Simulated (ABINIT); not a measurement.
An input for ABINIT 10.8.3 (CaC2 (R-3m)):

```
acell 3*1.0 Angstrom
rprim 
  1.944397984288 1.122598699617 3.953874776707
  -1.944397984288 1.122598699617 3.953874776707
  -0.000000000000 -2.245197399304 3.953874776686
ntypat 2
znucl 20 6
natom 3
typat 1 2 2
xred 
  0.000000000000 0.000000000000 0.000000000000
  0.552915000000 0.552915000000 0.552915000000
  0.447085000000 0.447085000000 0.447085000000
pp_dirpath "pseudos"
pseudos "Ca.upf, C.upf"
ecut 37
ngkpt 4 4 4
nshiftk 1
shiftk 0 0 0
kptopt 1
chksymbreak 0
istwfk *1
occopt 1
irdwfk 1
optdriver 4
nband 38
gwcalctyp 28
ecutsigx 37
symsigma 0
nkptgw 13
kptgw 
  0.0000000000 0.0000000000 0.0000000000
  0.2500000000 0.0000000000 0.0000000000
  0.5000000000 0.0000000000 0.0000000000
  0.2500000000 0.2500000000 0.0000000000
  0.5000000000 0.2500000000 0.0000000000
  -0.2500000000 0.2500000000 0.0000000000
  0.5000000000 0.5000000000 0.0000000000
  0.2500000000 0.2500000000 0.2500000000
  0.5000000000 0.2500000000 0.2500000000
  -0.2500000000 0.2500000000 0.2500000000
  0.5000000000 0.5000000000 0.2500000000
  -0.2500000000 0.5000000000 0.2500000000
  0.5000000000 0.5000000000 0.5000000000
bdgw 
  1 15
  1 15
  1 15
  1 15
  1 15
  1 15
  1 15
  1 15
  1 15
  1 15
  1 15
  1 15
  1 15
ecuteps 3.2
irdscr 1
ppmodel 1
rhoqpmix 0.3
indata_prefix "in"
outdata_prefix "out"
tmpdata_prefix "tmp"
```

```sh
OMP_NUM_THREADS=1 mpirun -n 8 abinit run.abi > log
```

Question: How long will it take on 8 MPI ranks of Arm Neoverse V1, shared host, and how much memory?

It took 63 s; on shared hardware allow 31 s to 2.1 min. Peak host memory was 3.8 GiB.

[Paths, hosts, dates, memory and timing lines, banners, echoed tables and standing remarks are left out of the program output.]

[Logs are printed without paths, hosts, clocks, repeated set-up lines and the standing remarks that a program may print on its own settings, such as how far it seeks lower states.]

[Runs of the session that timed out or met a known fault of the program may be left out.]

[Hosts, paths, dates, database ids (printed as entryN), source tags and the programs' standing remarks are cut or masked in the printed files.]

[G0W0 gaps are taken among the corrected bands and points alone; a level outside them can change the order at an edge.]

[Where Ansatz stands beside ABINIT at settings called matched, ABINIT's density can come from a denser mesh and the files from another edition; pairs whose starting gaps differed by over 0.03 eV were left out, so agreement reads better than it is.]
